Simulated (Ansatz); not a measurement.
**What RbYbF3 (Pm-3m) distorts into**

Wanted: the energy along a soft mode of RbYbF3 (Pm-3m) and the structure at the end.

Method: DFT PBEsol+U, scalar-relativistic, plane waves, PAW, in Ansatz 0.2.0.

This is a report of a sequence of runs, with the program logs left out and the cost of each run kept.

### Step 1. The starting structure

The structure is cubic, space group Pm-3m (No. 221). Conventional cell: a = 4.542 Å, b = 4.542 Å, c = 4.542 Å, α = 90.00°, β = 90.00°, γ = 90.00°. Rb has 12 F at 3.21 Å nearest. Nearest to Yb lie 6 F at 2.27 Å. F has 2 Yb at 2.27 Å and 4 Rb at 3.21 Å nearest. Farther neighbours, and contacts between anions beyond the nearest, are not listed.

Structure file:

```cif
data_structure
_symmetry_space_group_name_H-M 'P 1'
_symmetry_Int_Tables_number 1
_cell_length_a 4.5417
_cell_length_b 4.5417
_cell_length_c 4.5417
_cell_angle_alpha 90.000
_cell_angle_beta 90.000
_cell_angle_gamma 90.000
_cell_volume 93.68
loop_
_atom_site_label
_atom_site_type_symbol
_atom_site_fract_x
_atom_site_fract_y
_atom_site_fract_z
_atom_site_occupancy
Rb1 Rb 0.00000 0.00000 0.00000 1
Yb2 Yb 0.50000 0.50000 0.50000 1
F3 F 0.00000 0.50000 0.50000 1
F4 F 0.50000 0.00000 0.50000 1
F5 F 0.50000 0.50000 0.00000 1
```

### Step 2. The dispersion

Stability and thermal properties need the whole zone. Linear response on a 4×4×4 q mesh gives force constants as far as a supercell of that size would, and the tensors from the zone-centre run are typed in so that the long-range dipole term is interpolated apart.

input.yaml reads:

```yaml
crystal:
  lattice:
    - [4.5416503417, 0.0, 0.0]
    - [0.0, 4.5416503417, 0.0]
    - [0.0, 0.0, 4.5416503417]
  atoms:
    - { symbol: Rb, position: [0.0, 0.0, 0.0] }
    - { symbol: Yb, position: [0.5, 0.5, 0.5] }
    - { symbol: F, position: [0.0, 0.5, 0.5] }
    - { symbol: F, position: [0.5, 0.0, 0.5] }
    - { symbol: F, position: [0.5, 0.5, 0.0] }
kpoints:
  mp_grid: { grid: [8, 8, 8] }
hamiltonian:
  xc: pbesol
  hubbard: { sites: [{ species: Yb, l: f, u_eff: 6.0 }] }
scf:
  occupations: { method: fixed }
  convergence: { dr2_threshold: 1.0e-10 }
output:
  eigenvalues: true
phonons:
  method: dfpt
  qmesh: [4, 4, 4]
  temperatures: { t_max: 1000, t_step: 50 }
  qpath:
    path:
      - [[0.0, 0.0, 0.0], [0.0, 0.5, 0.0], [0.5, 0.5, 0.0], [0.0, 0.0, 0.0], [0.5, 0.5, 0.5], [0.0, 0.5, 0.0]]
      - [[0.5, 0.5, 0.5], [0.5, 0.5, 0.0]]
    npoints: 10
  non_analytic_term:
    high_frequency_dielectric_tensor: [[2.3275, 0.0, 0.0], [0.0, 2.3275, 0.0], [0.0, 0.0, 2.3275]]
    born_effective_charges:
      - { species: Rb, tensor: [[1.2475, 0.0, 0.0], [0.0, 1.2475, 0.0], [0.0, 0.0, 1.2475]] }
      - { species: Yb, tensor: [[2.4086, 0.0, 0.0], [0.0, 2.4086, 0.0], [0.0, 0.0, 2.4086]] }
      - { species: F, tensor: [[-1.8694, 0.0, 0.0], [0.0, -0.8934, 0.0], [0.0, 0.0, -0.8934]] }
      - { species: F, tensor: [[-0.8934, 0.0, 0.0], [0.0, -1.8694, 0.0], [0.0, 0.0, -0.8934]] }
      - { species: F, tensor: [[-0.8934, 0.0, 0.0], [0.0, -0.8934, 0.0], [0.0, 0.0, -1.8694]] }
    source: "zone-centre run at this cell"
```

Command:

```console
> ansatz run input.yaml --threads 8 --pin off --max-ram 14336MiB --backend cpu --events-out ev --progress --plain --runs-dir out
```

Elapsed: 8.4 min, on 8 threads of Intel Xeon Platinum 8488C (Sapphire Rapids), shared host; peak memory 5.9 GiB; 56 min of CPU time.

Numbers from this step:

* gap on the k-mesh: 1.043 eV
* volume per atom: 18.74 Å³
* sum-rule residual before enforcement: 9.55e-4 eV/Å²
* lowest frequency on the path: -81.10 cm⁻¹
* point group: m-3m
* highest frequency on path, mesh or solved points: 478.3 cm⁻¹
* highest optical mode at the zone centre (no LO-TO term): 361.7 cm⁻¹
* lowest optical zone-centre mode: -21.11 cm⁻¹
* lowest mode on the q mesh (acoustic modes at Γ apart): -81.1 cm⁻¹

Frequencies (cm⁻¹) solved at each irreducible wavevector; negative means imaginary. Frequencies by wavevector, by row:

```
q in reciprocal lattice units  star  mode 1  mode 2  mode 3  mode 4  mode 13  mode 14  mode 15
                        0 0 0     1   -21.1   -21.1   -21.1       0    361.7    361.7    361.7
                     0 0 0.25     6     3.6     3.6    17.4    17.4    361.1    361.1    434.4
                     0 0 -0.5     3    19.2    19.2    22.6    22.6    360.5    360.5    443.4
                  0 0.25 0.25    12   -43.6   -21.6    20.9    40.9    360.5    376.6    444.1
                  0 0.25 -0.5    12   -55.6    -5.7    22.8    28.8    359.9    380.9    453.7
                  0 -0.5 -0.5     3   -79.3   -29.2   -29.2    33.9    359.2      391    464.3
               0.25 0.25 0.25     8   -51.8   -32.2   -32.2      30    376.3    376.3    453.1
               0.25 0.25 -0.5    12   -62.2   -45.9   -33.1    25.3      376    383.2    462.2
               0.25 -0.5 -0.5     6   -80.2   -55.2   -55.2    32.1    378.6    390.8    471.1
               -0.5 -0.5 -0.5     1   -81.1   -81.1   -81.1    28.1    390.7    390.7    478.3
```

Interpolated from a 4×4×4 q mesh, with the LO-TO term (at Γ the limit along the path). Phonon branches along the path, in cm⁻¹:

```
    point  branch 1  branch 2  branch 3  branch 4  branch 12  branch 13  branch 14  branch 15
        Γ       -21       -21         0         0        169        362        362        424
  halfway         4         4        17        17        180        361        361        434
        X        19        19        23        23        192        360        360        443
  halfway       -56        -6        23        29        191        360        381        454
        M       -79       -29       -29        34        191        359        391        464
  halfway       -44       -22        21        41        184        360        377        444
        Γ       -21       -21         0         0        169        362        362        424
  halfway       -52       -32       -32        30        183        376        376        453
        R       -81       -81       -81        28        173        391        391        478
  halfway       -62       -46       -33        25        186        376        383        462
        X        19        19        23        23        192        360        360        443
jump to R       -81       -81       -81        28        173        391        391        478
  halfway       -80       -55       -55        32        182        379        391        471
        M       -79       -29       -29        34        191        359        391        464
```

Symmetry leaves 10 wavevectors to solve. The lowest mode among them, the acoustic zeros apart, lies at q = (-0.5, -0.5, -0.5) and is imaginary, 81.1i cm⁻¹, so the energy falls along it.

### Step 3. The mode frozen in, largest atomic shift 0 Å

The mode followed lies at q = (-0.5, -0.5, -0.5) with frequency 81.1i cm⁻¹ and is 3-fold degenerate, the softest among the wavevectors solved. At small amplitude the pattern taken leaves space group no. 167 by a symmetry search on the positions. The undistorted cell that holds it gives the zero of energy on the same k mesh.

System of this step: RbYbF3. It takes space group Pm-3m (No. 221, cubic). Conventional cell: a = 4.542 Å, b = 4.542 Å, c = 4.542 Å, α = 90.00°, β = 90.00°, γ = 90.00°. Nearest to Rb lie 12 F at 3.21 Å. Nearest to Yb lie 6 F at 2.27 Å. Nearest to F lie 2 Yb at 2.27 Å and 4 Rb at 3.21 Å. Farther neighbours, and contacts between anions beyond the nearest, are not listed.

input.yaml reads:

```yaml
crystal:
  lattice:
    - [4.5416503417, 4.5416503417, 0.0]
    - [4.5416503417, 0.0, 4.5416503417]
    - [4.5416503417, 0.0, -4.5416503417]
  atoms:
    - { symbol: Rb, position: [0.0, 0.5, 0.5] }
    - { symbol: Rb, position: [0.0, 0.0, 0.0] }
    - { symbol: Yb, position: [0.5, 0.25, 0.75] }
    - { symbol: Yb, position: [0.5, 0.75, 0.25] }
    - { symbol: F, position: [0.5, 0.0, 0.5] }
    - { symbol: F, position: [0.5, 0.5, 0.0] }
    - { symbol: F, position: [0.0, 0.5, 0.0] }
    - { symbol: F, position: [0.0, 0.0, 0.5] }
    - { symbol: F, position: [0.5, 0.5, 0.5] }
    - { symbol: F, position: [0.5, 0.0, 0.0] }
kpoints:
  mp_grid: { grid: [6, 6, 6] }
hamiltonian:
  xc: pbesol
  hubbard: { sites: [{ species: Yb, l: f, u_eff: 6.0 }] }
scf:
  occupations: { method: gaussian, width: 0.02 }
output:
  forces: true
  stress: true
  eigenvalues: true
```

Run time: 2.1 s. Hardware: 8 threads; peak memory 1 GiB; 14 s of CPU time.

Read from the output:

```yaml
pressure: 0.001203 GPa
energy_from_the_undistorted_cell: 0 meV/atom
```

At this level the gap is 1.04 eV on the k-mesh of the self-consistent run, which can miss the band edges.

### Step 4. The mode frozen in, largest atomic shift 0.32 Å

The atoms are moved along the unstable eigenvector, the largest shift by 0.32 Å, with the cell fixed.

input.yaml reads:

```yaml
crystal:
  lattice:
    - [4.5416503417, 4.5416503417, 0.0]
    - [4.5416503417, 0.0, 4.5416503417]
    - [4.5416503417, 0.0, -4.5416503417]
  atoms:
    - { symbol: Rb, position: [0.0, 0.5, 0.5] }
    - { symbol: Rb, position: [0.0, 0.0, 0.0] }
    - { symbol: Yb, position: [0.5, 0.25, 0.75] }
    - { symbol: Yb, position: [0.5, 0.75, 0.25] }
    - { symbol: F, position: [0.5498220147, -0.0498220147, 0.5] }
    - { symbol: F, position: [0.4501779853, 0.5498220147, 0.0] }
    - { symbol: F, position: [0.0, 0.4501779853, 0.0] }
    - { symbol: F, position: [0.0, 0.0498220147, 0.5] }
    - { symbol: F, position: [0.4501779853, 0.5, 0.5] }
    - { symbol: F, position: [0.5498220147, 0.0, 0.0] }
kpoints:
  mp_grid: { grid: [6, 6, 6] }
hamiltonian:
  xc: pbesol
  hubbard: { sites: [{ species: Yb, l: f, u_eff: 6.0 }] }
scf:
  occupations: { method: gaussian, width: 0.02 }
output:
  forces: true
  stress: true
  eigenvalues: true
  write_density: true
  write_potential: true
  elf: true
  volumetric_format: npy
```

Wall time 4.3 s (8 threads); peak memory 1.2 GiB.

Numbers from this step:

| Quantity | Value |
| --- | --- |
| pressure | -0.7142 GPa |
| gap on the k-mesh | 1.238 eV |
| energy from the undistorted cell | -8.938 meV/atom |

The energy, extrapolated to zero smearing, is -8.94 meV/atom against the undistorted cell.

The run ends at a pressure of -0.71 GPa, with forces up to 0.040 eV/Å.

### Step 5. Energy along the mode, all amplitudes (two of the runs are shown above)

An imaginary frequency means negative curvature, so the energy should fall and then rise again as anharmonic terms take over.

This step gave:

```yaml
depth_at_the_lowest_point_sampled: 8.938 meV/atom
largest_atomic_shift_at_that_point: 0.32 Å
```

Energy from the parent against largest atomic shift:

```
largest atomic shift (Å)  energy from the parent (meV/atom)
                   0.000                                  0
                   0.040                             -0.219
                   0.080                             -0.862
                   0.140                              -2.51
                   0.220                              -5.51
                   0.320                              -8.94
                   0.450                              -7.75
                   0.600                               14.2
```

Displacement at unit largest shift by atom:

```
atom   x (Å)   y (Å)   z (Å)   size
 Rb1   0.000   0.000   0.000  0.000
 Rb2   0.000   0.000   0.000  0.000
 Yb3   0.000   0.000   0.000  0.000
 Yb4   0.000   0.000   0.000  0.000
  F5   0.000   0.707  -0.707  1.000
  F6   0.000  -0.707   0.707  1.000
  F7  -0.707   0.000  -0.707  1.000
  F8   0.707   0.000   0.707  1.000
  F9  -0.707  -0.707   0.000  1.000
 F10   0.707   0.707   0.000  1.000
```

The lowest step is at 0.32 Å, 8.94 meV/atom below the parent, and the energy rises beyond it.

### Step 6. Relaxing from the distorted cell

Starting from the lowest point found, all atoms and the cell are let go, so that strain and other modes of the same symmetry can join in.

Edit input.yaml of step 4 so:

```diff
@@ -22,3 +22,3 @@
 scf:
-  occupations: { method: gaussian, width: 0.02 }
+  occupations: { method: fixed }
 output:
@@ -27,5 +27,6 @@
   eigenvalues: true
-  write_density: true
-  write_potential: true
-  elf: true
-  volumetric_format: npy
+relax:
+  adjacent_minimum: "off"
+  f_tol: 0.002
+  max_steps: 120
+  cell: { stress_tol: 0.03 }
```

It took 20 s on 8 threads; peak memory 1.2 GiB; 2.5 min of CPU time.

The steps of the relaxation:

```
step  energy less that of the first step (eV)  largest force component (eV/Å)  pressure (GPa)  volume (Å³)
   1                                   0.0000                          0.0279           -0.71       187.36
   2                                  -0.0227                          0.0255            0.15       184.06
   3                                  -0.0287                          0.0087            0.15       183.54
   4                                  -0.0282                          0.0006           -0.01       183.93
  5*                                  -0.0198                          0.0006           -0.10       183.93
   6                                  -0.0210                          0.0005           -0.01       183.54
  7*                                  -0.0199                          0.0005           -0.01       183.54
```

Relaxation steps marked * repeat the geometry before them on a plane-wave basis chosen anew for their cell, so energy and pressure can jump there.

Forces are held to the 12 operations that the program found; a distortion that breaks them can't arise in this run.

```
conventional cell, symmetrised  before   after  change
                         a (Å)   6.423   6.411  -0.2 %
                         b (Å)   6.423   6.411  -0.2 %
                         c (Å)  15.733  15.469  -1.7 %
              volume (Å³/atom)   18.74   18.35  -2.0 %
```

The atoms that moved most (Å, as changes of fractional coordinates times the final cell):

```
atom      dx      dy      dz  length
  F9  -0.053  -0.053   0.000   0.075
  F7  -0.053   0.000  -0.053   0.075
  F6   0.000  -0.053   0.053   0.075
 F10   0.053   0.053   0.000   0.075
  F8   0.053   0.000   0.053   0.075
  F5   0.000   0.053  -0.053   0.075
```

Read from the output:

```
pressure          : -0.01188 GPa
gap on the k-mesh : 1.312 eV
volume per atom   : 18.35 Å³
```

The distorted start has space group R-3c; the relaxation ends in R-3c.

### Step 7. The new phase in its own primitive cell

The relaxed structure is symmetrised, reduced to its primitive cell and relaxed tightly, as its phonons need.

input.yaml, the sections that differ from step 6:

```yaml
crystal:
  lattice:
    - [3.2055503443, 1.8507253542, 5.1562373553]
    - [-3.2055503443, 1.8507253542, 5.1562373553]
    - [0.0, -3.7014507084, 5.1562373553]
  atoms:
    - { symbol: Rb, position: [0.25, 0.25, 0.25] }
    - { symbol: Rb, position: [0.75, 0.75, 0.75] }
    - { symbol: Yb, position: [0.5, 0.5, 0.5] }
    - { symbol: Yb, position: [0.0, 0.0, 0.0] }
    - { symbol: F, position: [0.25, 0.8115317569, 0.6884682431] }
    - { symbol: F, position: [0.75, 0.1884682431, 0.3115317569] }
    - { symbol: F, position: [0.1884682431, 0.3115317569, 0.75] }
    - { symbol: F, position: [0.8115317569, 0.6884682431, 0.25] }
    - { symbol: F, position: [0.6884682431, 0.25, 0.8115317569] }
    - { symbol: F, position: [0.3115317569, 0.75, 0.1884682431] }
relax:
  adjacent_minimum: "off"
  f_tol: 0.001
  max_steps: 60
  cell: { stress_tol: 0.01 }
# kpoints, hamiltonian, scf, output: as in step 6
```

Wall time 8.8 s (8 threads); peak memory 1.2 GiB; 64 s of CPU time.

Little changed from the start: no atom moved by 0.005 Å and no cell edge by 0.1 %.

Numbers from this step:

```
pressure           : 0.001821 GPa
gap on the k-mesh  : 1.313 eV
direct gap on mesh : 1.313 eV
```

The largest force component left is 0.43 meV/Å and the pressure is 0.002 GPa, within the tolerances set. The cell now holds 18.35 Å³/atom.

(Part 1 of 2 ends here.)

[Long decimals in the printed logs are rounded to 6 places.]

[Logs are printed without paths, hosts, clocks, repeated set-up lines and the standing remarks that a program may print on its own settings, such as how far it seeks lower states.]

[Hosts, paths, dates, database ids (printed as entryN), source tags and the programs' standing remarks are cut or masked in the printed files.]

[Where the starting crystal was built by hand or by swapping elements, it need not be the compound's stable phase.]
